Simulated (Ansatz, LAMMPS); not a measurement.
# Static equation of state of amorphous polyisobutylene (as short chains C22H46), from a frame at 460 K, (136 atoms)

Density of this cell: 0.958 g/cm³. The cell holds 136 atoms: 44 C and 92 H. Its edges and angles: a = 10.244 Å, b = 10.308 Å, c = 10.237 Å, α = 89.2°, β = 93.4°, γ = 93.2°. The starting structure: 2 polyisobutylene chains of 5 units with methyl end groups placed at random, at 0.803 g/cm³; overlaps pushed apart, then 20 ps at 800 K with MMFF94 bonds, angles, torsions, charges and radii (Halgren, J. Comput. Chem. 17, 490 (1996)) in harmonic and 12-6 forms. Snapshot after 30 ps at 460 K and fixed volume.

Calculated with Ansatz 0.2.0: Kohn-Sham DFT, LDA, PAW (set soft_2), plane waves; cutoff 420 eV, Γ point, fixed occupations. Cell and atoms were relaxed first, to V0 = 7.9210 Å³ an atom at a residual P0 = -0.012 GPa. The cell was then scaled evenly, and the atoms were relaxed at each volume.

```
volume (Å³/atom)  pressure (GPa)
          7.1289               ?
          7.4458          0.5660
          7.6834          0.2428
          8.1587         -0.1906
          8.3963         -0.3201
```

Task: Fit the third-order Birch–Murnaghan equation to the rows given and extrapolate to the withheld row.

Worked fit:

Take the Eulerian strain f = ½[(V0/V)^(2/3) − 1] and the normalised pressure F = (P − P0) / [3f(1 + 2f)^(5/2)]. The third-order Birch–Murnaghan equation is then the line F = B0 + (3/2)B0(B′ − 4) f, so u = f and v = F.

```
      u = f  v = F (GPa)
  0.0210565      8.24632
  0.0102568      7.85557
-0.00975634      6.42959
 -0.0190506      5.94999
```

With n = 4: mean u = 6.2660e-4, mean v = 7.12037, Σ(u − ū)² = 0.0010051, Σ(u − ū)(v − v̄) = 0.060285. Slope b = 0.060285 / 0.0010051 = 59.978; intercept a = v̄ − b ū = 7.0828.

So B0 = a = 7.08 GPa and B′ = 4 + 2b/(3a) = 9.65. At the withheld volume f = 0.03638, F = a + b f = 9.265 GPa, and P = P0 + 3f(1 + 2f)^(5/2) F.

Prediction at 7.1289: 1.194 GPa. The run gave 1.070 GPa, so the fit is high by 0.12 GPa (12 % of the value).

The series isn't one smooth equation of state: even a line fitted to all rows, the withheld one included, misses F by up to 4.8 %. B0 and B′ are then only the numbers of this fit, not moduli of the material. Among the rows given, the largest miss of the fit is at 7.4458, by 0.0070 GPa (0.50 % of the range of the table).

Limits: Static cells at zero temperature; the cell shape is held. The program notes that the SCF threshold of these relaxations is loose for the stress. The network of contacts between molecules at the start is that of the classical potential that made the cell, and needn't be the one that DFT or experiment would give. The functional has no dispersion term, which matters for the binding between molecules or layers, where LDA binds through overlap of densities alone. Only the Γ point is sampled, in a cell whose shortest periodic width is 10 Å.

[Logs are printed without paths, hosts, clocks, repeated set-up lines and the standing remarks that a program may print on its own settings, such as how far it seeks lower states.]

[Hosts, paths, dates, database ids (printed as entryN), source tags and the programs' standing remarks are cut or masked in the printed files.]

[The MMFF94 radii named for the starting cell were scaled by 0.96; in molecules described by MMFF94, hydrogen bound to N, O or S took a small fixed 12-6 site in their place.]
